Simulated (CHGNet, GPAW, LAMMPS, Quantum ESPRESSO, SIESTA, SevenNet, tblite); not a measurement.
## SIESTA runs on amorphous Ge (75 atoms)

Wanted: SIESTA inputs and outputs for amorphous Ge (75 atoms), checked against a plane-wave reference.

Method: the method is named at each step, in SIESTA 5.4.2.

### Step 1. The structure

The cell holds 75 atoms: 75 Ge. Its edges and angles: a = 12.122 Å, b = 12.122 Å, c = 12.122 Å, α = 90.0°, β = 90.0°, γ = 90.0°. 75 atoms (75 Ge) placed at random at 5.08 g/cm³, melted at 3500 K for 10 ps at fixed volume with the Tersoff potential (Tersoff, Phys. Rev. B 39, 5566 (1989)). Quenched from 3500 K to 700 K at 20 K/ps and fixed volume, held 5 ps.

The yardstick, on the same geometry:

```
method                 : Kohn-Sham DFT, PBE, SSSP efficiency 1.3.0 pseudopotentials, plane waves (Quantum ESPRESSO 7.5); sssp-pbe-1.3.0-efficiency, cutoffs 45/360 Ry, Γ point
r.m.s. force component : 0.55 eV/Å
longest force          : 1.906 eV/Å
pressure               : 1.698 GPa
time                   : 5.9 min on 4 MPI ranks of Arm Neoverse V2, shared host
CPU time               : 24 min
```

### Step 2. PBE, DZP, shift 0.01 Ry, mesh 300 Ry

Method: Kohn-Sham DFT, PBE, PseudoDojo 0.4.1 norm-conserving pseudopotentials (converted to PSML), numerical atomic orbitals (DZP), diagonalisation.

The .psml files are PseudoDojo norm-conserving potentials that we converted to this format, checked against plane waves on the same files for H, C, O, Si, Ge and Ca alone.

Contents of input.fdf:

```
SystemLabel cell
NumberOfAtoms 75
NumberOfSpecies 1
%block ChemicalSpeciesLabel
  1 32 Ge
%endblock ChemicalSpeciesLabel
LatticeConstant 1.0 Ang
%block LatticeVectors
  12.12210 0.00000 0.00000
  0.00000 12.12210 0.00000
  0.00000 0.00000 12.12210
%endblock LatticeVectors
PAO.BasisSize DZP
PAO.EnergyShift 0.01 Ry
XC.Functional GGA
XC.Authors PBE
MeshCutoff 300 Ry
%block kgrid_Monkhorst_Pack
  1 0 0 0.0
  0 1 0 0.0
  0 0 1 0.0
%endblock kgrid_Monkhorst_Pack
SolutionMethod diagon
OccupationFunction FD
ElectronicTemperature 580 K
SCF.Mixer.Method Pulay
SCF.Mixer.Weight 0.05
SCF.Mixer.History 8
SCF.Mix Hamiltonian
MaxSCFIterations 300
SCF.DM.Tolerance 1e-04
SCF.H.Tolerance 1.0e-3 eV
WriteForces T
Write.HirshfeldPop T
Write.VoronoiPop T
Write.DM F
Write.H F
XML.Write F
AtomicCoordinatesFormat Fractional
%block AtomicCoordinatesAndAtomicSpecies
  0.78683 0.81265 0.25527 1
  0.90482 0.23890 0.46518 1
  0.65585 0.08145 0.91656 1
  0.84529 0.99315 0.11998 1
  0.71833 0.13855 0.63847 1
  0.31410 0.45119 0.08193 1
  0.72684 0.91823 0.81176 1
  0.55642 0.61393 0.43718 1
  0.41582 0.05280 0.07774 1
  0.62572 0.12404 0.30230 1
  0.32070 0.40184 0.28633 1
  0.15677 0.80658 0.07595 1
  0.90399 0.19041 0.06628 1
  0.98866 0.41770 0.72708 1
  0.45580 0.06887 0.40721 1
  0.66366 0.33774 0.64596 1
  0.22584 0.77186 0.58634 1
  0.30764 0.70504 0.30011 1
  0.47764 0.59981 0.84022 1
  0.31072 0.06213 0.26156 1
  0.37404 0.85402 0.02904 1
  0.34827 0.45805 0.74950 1
  0.84567 0.76394 0.55773 1
  0.11274 0.94322 0.56516 1
  0.15154 0.61159 0.04102 1
  0.90572 0.10475 0.74715 1
  0.46913 0.42934 0.40934 1
  0.40995 0.75114 0.46559 1
  0.04747 0.12128 0.90594 1
  0.52906 0.06708 0.73868 1
  0.13516 0.67923 0.83968 1
  0.00909 0.24211 0.63409 1
  0.86716 0.54324 0.36405 1
  0.79484 0.22119 0.89054 1
  0.77085 0.72863 0.92012 1
  0.65909 0.68369 0.60682 1
  0.11821 0.60764 0.51246 1
  0.45516 0.35681 0.60279 1
  0.99050 0.47025 0.04300 1
  0.00803 0.92086 0.99314 1
  0.20543 0.13370 0.62626 1
  0.93014 0.90133 0.70161 1
  0.72649 0.87410 0.44024 1
  0.81519 0.51786 0.98233 1
  0.91561 0.54870 0.57759 1
  0.41583 0.15630 0.57661 1
  0.20440 0.23008 0.29676 1
  0.92364 0.04595 0.29822 1
  0.77388 0.07998 0.44361 1
  0.66946 0.46788 0.13911 1
  0.08693 0.33273 0.91630 1
  0.17517 0.53814 0.32695 1
  0.06094 0.91103 0.37143 1
  0.55800 0.86479 0.68791 1
  0.70430 0.61782 0.27302 1
  0.49463 0.53435 0.03215 1
[... 15 atom lines left out ...]
  0.45906 0.70550 0.13877 1
  0.43013 0.79695 0.84744 1
  0.62720 0.34098 0.31356 1
  0.78090 0.39591 0.47672 1
%endblock AtomicCoordinatesAndAtomicSpecies
```

Command:

```sh
OMP_NUM_THREADS=1 siesta < input.fdf > output.txt
```

Log:

```text
Version         : 5.4.2
reinit: System Name:
reinit: System Label: cell
initatom: Reading input for the pseudopotentials and atomic orbitals ----------
Species number:   1 Atomic number:   32 Label: Ge
Ground state valence configuration (from tables):   4s02  4p02  4d00  4f00
---- Processing specs for species: Ge
GGA--PBE XC_GGA_X_PBE--XC_GGA_C_PBE pb
Semicore shell(s) with 10 electrons included in the valence for Ge
Semicore shell(s): 3d
Fallback to non-perturbative polarization scheme for Ge
Please see the manual if this is not desired in principle
Ge pseudopotential only contains V_ls up to l=2 -- lmxkb reset.
Using PAO.SplitTailNorm
%block ChemicalSpeciesLabel
    1   32 Ge                      # Species index, atomic number, species label
%endblock ChemicalSpeciesLabel
%block PAO.Basis                 # Define Basis set
Ge                    4                    # Species label, number of l-shells
 n=4   0   2                         # n, l, Nzeta
   5.264      3.748
   1.000      1.000
 n=4   1   2                         # n, l, Nzeta
   6.996      5.083
   1.000      1.000
 n=3   2   1                         # n, l, Nzeta
   2.782
   1.000
 n=4   2   1                         # n, l, Nzeta
   6.996
   1.000
%endblock PAO.Basis
coor:   Atomic-coordinates input format  =     Fractional
siesta: System type = bulk
initatomlists: Number of atoms, orbitals, and projectors:     75  1350  1350
siesta: ******************** Simulation parameters ****************************
Total number of electrons:  1050.000000
Total ionic charge:  1050.000000
 Kpoints in:            1 . Kpoints trimmed:            1
siesta: k-grid: Number of k-points = 1
siesta: k-points from Monkhorst-Pack grid
siesta: k-cutoff (effective) =     6.061 Ang
siesta: k-point supercell and displacements
siesta: k-grid:     1     0     0      0.000
siesta: k-grid:     0     1     0      0.000
siesta: k-grid:     0     0     1      0.000
                     ====================================
                        Single-point calculation
                     ====================================
outcell: Unit cell vectors (Ang):
       12.122100    0.000000    0.000000
        0.000000   12.122100    0.000000
        0.000000    0.000000   12.122100
outcell: Cell vector modules (Ang)   :   12.122100   12.122100   12.122100
outcell: Cell angles (23,13,12) (deg):     90.0000     90.0000     90.0000
outcell: Cell volume (Ang**3)        :   1781.2857
Gamma-point calculation with multiply-connected orbital pairs
Gamma-point calculation with multiply-connected orbital pairs
Folding of H and S implicitly performed
Folding of H and S implicitly performed
new_DM -- step:     1
Initializing Density Matrix...
Attempting to read DM from file... Failed...
DM filled with atomic data:
InitMesh: MESH = 128 x 128 x 128 = 2097152
InitMesh: Mesh cutoff (required, used) =   300.000   308.153 Ry
stepf: Fermi-Dirac step function
        iscf     Eharris(eV)        E_KS(eV)     FreeEng(eV)     dDmax    Ef(eV) dHmax(eV)
   scf:    1  -182179.900826  -182178.975115  -182179.133199  0.675500 -3.650079  4.082966
   scf:    2  -182180.395152  -182179.758316  -182179.919209  0.017359 -3.668896  3.046603
   scf:    3  -182181.054077  -182180.501520  -182180.666628  0.025481 -3.706230  2.069475
   scf:    4  -182181.947946  -182181.332913  -182181.506172  0.062589 -3.790461  1.305866
   scf:    5  -182181.931394  -182181.670756  -182181.852053  0.051638 -3.855790  0.695970
   scf:    6  -182181.773421  -182181.733596  -182181.913478  0.019068 -3.875424  0.317457
   scf:    7  -182181.752214  -182181.744224  -182181.924227  0.003333 -3.877464  0.218644
   scf:    8  -182181.765401  -182181.757270  -182181.936362  0.004773 -3.876298  0.073348
   scf:    9  -182181.760627  -182181.759157  -182181.938051  0.001261 -3.874531  0.043070
   scf:   10  -182181.761033  -182181.760243  -182181.939009  0.001269 -3.871656  0.031600
   scf:   11  -182181.760867  -182181.760604  -182181.939332  0.000756 -3.869589  0.023776
   scf:   12  -182181.760913  -182181.760764  -182181.939438  0.000481 -3.868735  0.017465
[...]
scf:   16  -182181.761165  -182181.761140  -182181.939606  0.000118 -3.864698  0.003686
   scf:   17  -182181.761117  -182181.761130  -182181.939614  0.000090 -3.864489  0.001284
   scf:   18  -182181.761123  -182181.761126  -182181.939614  0.000025 -3.864448  0.001301
   scf:   19  -182181.761119  -182181.761123  -182181.939615  0.000035 -3.864396  0.001031
   scf:   20  -182181.761119  -182181.761121  -182181.939615  0.000034 -3.864330  0.000859
SCF Convergence by DM+H criterion
max |DM_out - DM_in|         :     0.0000342046
max |H_out - H_in|      (eV) :     0.0008587774
SCF cycle converged after 20 iterations
Using DM_out to compute the final energy and forces
siesta: E_KS(eV) =          -182181.7611
siesta: E_KS - E_eggbox =   -182181.7611
siesta: Atomic forces (eV/Ang):
     1    0.730473    0.002670   -0.233566
     2    0.837966    0.334551   -0.618407
     3   -0.264071    0.610234   -1.170594
     4   -0.083514   -0.964915   -0.868604
     5   -0.278599   -0.669403    0.997556
     6   -0.110058    0.222950   -0.506090
     7    0.112862   -0.510198   -0.556705
     8    0.711624    0.025212   -0.188691
     9   -0.102910   -0.012875    0.029012
    10    0.114103    0.548427   -0.327038
    11   -1.076361   -0.504872   -0.619162
    12    0.599285    1.530393   -0.199132
[...]
71   -0.189680    0.000591   -0.333250
    72   -0.024371    0.209326    0.584592
    73    0.252328    0.213405   -1.158130
    74    0.838756   -0.266817   -0.189295
    75   -1.430818   -0.602788   -0.079362
----------------------------------------
   Tot    0.001570    0.013713    0.008068
----------------------------------------
   Max    2.096585
   Res    0.619306    sqrt( Sum f_i^2 / 3N )
----------------------------------------
   Max    2.096585    constrained
Stress tensor Voigt[x,y,z,yz,xz,xy] (kbar):      -31.79      -38.50      -45.74       10.09      -11.78        0.85
(Free)E + p*V (eV/cell)  -182138.9395
Target enthalpy (eV/cell)  -182181.9396
siesta: Program's energy decomposition (eV):
siesta: Ebs     =    -23967.456349
siesta: Eions   =    182329.736725
siesta: Ena     =      3561.281777
siesta: Ekin    =    137088.356861
siesta: Enl     =    -96287.265999
siesta: DEna    =       327.854988
siesta: DUscf   =        10.183017
siesta: Ex      =    -42205.135732
siesta: Ec      =     -2347.299308
siesta: Exc     =    -44552.435041
siesta: Eharris =   -182181.761119
siesta: Etot    =   -182181.761121
siesta: FreeEng =   -182181.939615
siesta: Final energy (eV):
siesta:  Band Struct. =  -23967.456349
siesta:       Kinetic =  137088.356861
siesta:       Hartree =   60651.588582
siesta:         Exch. =  -42205.135732
siesta:         Corr. =   -2347.299308
siesta:   Exch.-corr. =  -44552.435041
siesta:  Ion-electron = -252636.068438
siesta:       Ion-ion =  -82733.203086
siesta:         Total = -182181.761121
siesta:         Fermi =      -3.864330
siesta: Stress tensor (static) (eV/Ang**3):
siesta:    -0.019841    0.000529   -0.007354
siesta:     0.000529   -0.024031    0.006299
siesta:    -0.007354    0.006299   -0.028547
siesta: Cell volume =       1781.285723 Ang**3
siesta: Pressure (static):
siesta:                Solid            Molecule  Units
siesta:           0.00026292          0.00020866  Ry/Bohr**3
siesta:           0.02413994          0.01915801  eV/Ang**3
siesta:          38.67645108         30.69451599  kBar
    Orbital volume contribution        =          60.224011 eV
    (Free)E + p_basis*V_orbitals       =     -182121.715604 eV
    (Free)Eharris+ p_basis*V_orbitals  =     -182121.715602 eV
Hirshfeld Atomic Populations:
Atom #   charge [q] valence [e]  Species
     1    -0.030446   14.030446  Ge
     2     0.000504   13.999496  Ge
     3     0.006427   13.993573  Ge
     4     0.004095   13.995905  Ge
     5     0.018900   13.981100  Ge
     6     0.012013   13.987987  Ge
     7     0.044893   13.955107  Ge
     8     0.002020   13.997980  Ge
     9    -0.002878   14.002878  Ge
    10    -0.006203   14.006203  Ge
    11     0.009189   13.990811  Ge
    12    -0.010129   14.010129  Ge
[...]
--------------------
 Total     0.000076
Voronoi Atomic Populations:
Atom #   charge [q] valence [e]  Species
[...]
71     0.047183   13.952817  Ge
    72    -0.032322   14.032322  Ge
    73    -0.012256   14.012256  Ge
    74     0.007556   13.992444  Ge
    75    -0.025123   14.025123  Ge
--------------------
 Total     0.000076
```

Wall time 6.3 min (1 thread of Arm Neoverse V2, shared host); peak memory 1.5 GiB.

Banners, paths, timers and routine set-up lines are dropped from the logs unmarked, and long logs keep their key lines alone; longer cuts are marked.

Compared with the plane-wave run:

- r.m.s. force component: 0.6193 eV/Å
- r.m.s. difference of force components: 125.5 meV/Å
- longest difference of force vectors: 423.7 meV/Å
- force difference over r.m.s. force: 22.81 %
- slope of forces against the reference's: 1.108
- correlation of force components: 0.9839
- pressure: 3.868 GPa
- pressure difference: 2.17 GPa

A closer look about Ge62, which bears the longest force: 12 atoms, nearest first, numbered in the order of the input, with positions taken from that point.

```
atom      x      y      z  distance (Å)  bonds  Hirshfeld charge (e)     Fx     Fy  Fz (eV/Å)
Ge62   0.00   0.00   0.00          0.00      5                 -0.01  -0.55  -0.34       2.10
 Ge3   0.38   0.64  -2.23          2.35      4                  0.01  -0.26   0.61      -1.17
 Ge9  -2.53   0.30  -0.27          2.56      4                  0.00  -0.10  -0.01       0.03
Ge71   0.33  -2.65  -0.06          2.67      4                  0.04  -0.19   0.00      -0.33
Ge10   0.02   1.16   2.45          2.71      4                 -0.01   0.11   0.55      -0.33
 Ge4   2.68  -0.43   0.24          2.72      5                  0.00  -0.08  -0.96      -0.87
 Ge1   1.97  -2.61   1.88          3.77      5                 -0.03   0.73   0.00      -0.23
Ge21  -3.03  -2.11  -0.86          3.80      4                 -0.02  -1.06   0.23       0.35
Ge13   3.39   1.97  -0.41          3.94      4                  0.02   0.43   1.09       0.12
 Ge7   1.24  -1.33  -3.50          3.94      4                  0.04   0.11  -0.51      -0.56
Ge34   2.07   2.34  -2.54          4.03      4                 -0.01   0.50   0.57      -0.23
Ge66  -2.94   1.31  -2.56          4.12      4                  0.00   0.38   0.60       0.54
```

Forces lie 23 % from the reference's, at 0.27 times its CPU time (on 1 against 4 cores).

### Step 3. PBE, DZP, shift 0.005 Ry, mesh 300 Ry

Method: Kohn-Sham DFT, PBE, PseudoDojo 0.4.1 norm-conserving pseudopotentials (converted to PSML), numerical atomic orbitals (DZP), diagonalisation.

Edit input.fdf of step 2 so:

```diff
@@ -13,3 +13,3 @@
 PAO.BasisSize DZP
-PAO.EnergyShift 0.01 Ry
+PAO.EnergyShift 0.005 Ry
 XC.Functional GGA
```

Command:

```sh
OMP_NUM_THREADS=1 mpirun -np 2 siesta < input.fdf > output.txt
```

Log:

```text
Version         : 5.4.2
reinit: System Name:
reinit: System Label: cell
initatom: Reading input for the pseudopotentials and atomic orbitals ----------
Species number:   1 Atomic number:   32 Label: Ge
Ground state valence configuration (from tables):   4s02  4p02  4d00  4f00
---- Processing specs for species: Ge
GGA--PBE XC_GGA_X_PBE--XC_GGA_C_PBE pb
Semicore shell(s) with 10 electrons included in the valence for Ge
Semicore shell(s): 3d
Fallback to non-perturbative polarization scheme for Ge
Please see the manual if this is not desired in principle
Ge pseudopotential only contains V_ls up to l=2 -- lmxkb reset.
Using PAO.SplitTailNorm
%block ChemicalSpeciesLabel
    1   32 Ge                      # Species index, atomic number, species label
%endblock ChemicalSpeciesLabel
[... lines left out ...]
Total number of electrons:  1050.000000
[... lines left out ...]
stepf: Fermi-Dirac step function
        iscf     Eharris(eV)        E_KS(eV)     FreeEng(eV)     dDmax    Ef(eV) dHmax(eV)
[... lines left out ...]
SCF Convergence by DM+H criterion
[... lines left out ...]
SCF cycle converged after 20 iterations
[... lines left out ...]
   Max    2.079583
[... lines left out ...]
   Max    2.079583    constrained
Stress tensor Voigt[x,y,z,yz,xz,xy] (kbar):      -37.29      -44.05      -52.94       10.59      -11.39        0.54
[... lines left out ...]
siesta: Program's energy decomposition (eV):
siesta: Ebs     =    -24698.339306
siesta: Eions   =    182329.736728
siesta: Ena     =      3687.892148
siesta: Ekin    =    136777.384069
siesta: Enl     =    -96086.910429
siesta: DEna    =       247.820131
siesta: DUscf   =         7.397877
siesta: Ex      =    -42173.866747
siesta: Ec      =     -2346.598879
siesta: Exc     =    -44520.465626
siesta: Eharris =   -182216.618552
siesta: Etot    =   -182216.618558
siesta: FreeEng =   -182216.796531
siesta: Final energy (eV):
siesta:  Band Struct. =  -24698.339306
siesta:       Kinetic =  136777.384069
siesta:       Hartree =   60486.117089
siesta:         Exch. =  -42173.866747
siesta:         Corr. =   -2346.598879
siesta:   Exch.-corr. =  -44520.465626
siesta:  Ion-electron = -252762.139897
siesta:       Ion-ion =  -82197.514193
siesta:         Total = -182216.618558
siesta:         Fermi =      -4.410330
siesta: Stress tensor (static) (eV/Ang**3):
siesta:    -0.023272    0.000336   -0.007110
siesta:     0.000336   -0.027492    0.006609
siesta:    -0.007110    0.006609   -0.033045
siesta: Cell volume =       1781.285723 Ang**3
siesta: Pressure (static):
siesta:                Solid            Molecule  Units
siesta:           0.00030427          0.00024917  Ry/Bohr**3
siesta:           0.02793655          0.02287783  eV/Ang**3
siesta:          44.75928066         36.65432719  kBar
    Orbital volume contribution        =          77.318094 eV
    (Free)E + p_basis*V_orbitals       =     -182139.478436 eV
    (Free)Eharris+ p_basis*V_orbitals  =     -182139.478431 eV
Hirshfeld Atomic Populations:
Atom #   charge [q] valence [e]  Species
     1    -0.027821   14.027821  Ge
     2     0.000087   13.999913  Ge
     3     0.003625   13.996375  Ge
[...]
--------------------
 Total    -0.000071
Voronoi Atomic Populations:
Atom #   charge [q] valence [e]  Species
[...]
74     0.014149   13.985851  Ge
    75    -0.026089   14.026089  Ge
--------------------
 Total    -0.000070
```

Run time: 4.8 min. Hardware: 2 MPI ranks; peak memory 2.1 GiB; 9.7 min of CPU time.

Compared with the plane-wave run:

```
r.m.s. force component                  : 0.6246 eV/Å
r.m.s. difference of force components   : 111.3 meV/Å
longest difference of force vectors     : 374.3 meV/Å
force difference over r.m.s. force      : 20.24 %
slope of forces against the reference's : 1.125
correlation of force components         : 0.9901
pressure                                : 4.476 GPa
pressure difference                     : 2.778 GPa
```

Against the first run (23 %), the force difference from the reference is 20 %, at 1.5 times the CPU time (on 2 against 1 cores).

The run ends at a pressure of 4.48 GPa, with forces up to 2.2 eV/Å.

(Part 1 of 2 ends here.)

[Also dropped from logs without a mark: logging warnings of Python, and SIESTA's first energy breakdown and zero terms.]

[Logs are printed without paths, hosts, clocks, repeated set-up lines and the standing remarks that a program may print on its own settings, such as how far it seeks lower states.]

[Hosts, paths, dates, database ids (printed as entryN), source tags and the programs' standing remarks are cut or masked in the printed files.]
